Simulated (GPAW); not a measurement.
## WS2 (P6_3/mmc): refractive index against wavelength

The refractive index of WS2 (P6_3/mmc) along x below the direct gap (1.74 eV on the mesh) is read from one computed spectrum, n = √(Re ε). x, y and z are the Cartesian axes of the input cell.

Symmetry: P6_3/mmc, No. 194, hexagonal system. Conventional cell: a = 3.180 Å, b = 3.180 Å, c = 12.500 Å, α = 90.00°, β = 90.00°, γ = 120.00°. Around W on site c lie 6 S at 2.41 Å. Around S on site f lie 3 W at 2.41 Å.

Method: GPAW 26.7.0, PBE, RPA, k-mesh 12×12×3, local fields up to 50 eV, Lorentzian half width 0.15 eV.

Launch of the response step: `OMP_NUM_THREADS=1 python df.py`. The run took 3.1 min, its band step included, on 1 thread of AMD EPYC 9R45 (Zen 5), with other jobs on the host.

| wavelength (nm) | photon energy E (eV) | n |
| --- | --- | --- |
| 3000 | 0.413 | 3.5335 |
| 2000 | 0.620 | 3.5623 |
| 1550 | 0.800 | 3.5988 |
| 1310 | 0.946 | 3.6379 |
| 1064 | 1.165 | ? |

In the single-oscillator model n² − 1 = E₀E_d/(E₀² − E²), so 1/(n² − 1) = E₀/E_d − E²/(E₀E_d) is linear in E².

Working, on the rows shown:

| x = E² (eV²) | y = 1/(n² − 1) |
| --- | --- |
| 0.170801 | 0.0870654 |
| 0.384302 | 0.0855433 |
| 0.639837 | 0.0836725 |
| 0.895757 | 0.0817373 |

Means: x̄ = 0.52267, ȳ = 0.084505. Σ(x − x̄)(y − ȳ) = -0.002175, Σ(x − x̄)² = 0.2959. Slope = -0.002175 / 0.2959 = -0.00735; intercept = ȳ − slope · x̄ = 0.088346. Turned back into n, the line misses the rows shown by at most 0.00058.

Task: Fill in the last column of the withheld row.

Result: At x = 1.3578 the line gives y = 0.078366, that is 3.7095. The run gave 3.7168, so the extrapolation is off by 0.0073, 4 % of the range in the table.

Refitted with all rows, the slope is -0.007608 and the intercept 0.088458. These give E₀ = √(intercept/−slope) = 3.41 eV and E_d = E₀/intercept = 38.5 eV; E₀ is 2.0 times the direct gap. The electronic limit at long wavelengths, without lattice vibrations, is n = √(1 + 1/intercept) = 3.508. The cell comes from an older database entry, whose edges can be off by a per cent or so. Excitons are left out; PBE gaps are as a rule too small. The values come from a sum over the points of one k-mesh and carry its error, which grows as the direct gap shrinks. This version of GPAW has incomplete matrix elements in the optical limit, which can lower ε − 1 by up to a tenth where first-row anions or d states rule. Spin-orbit coupling is left out.
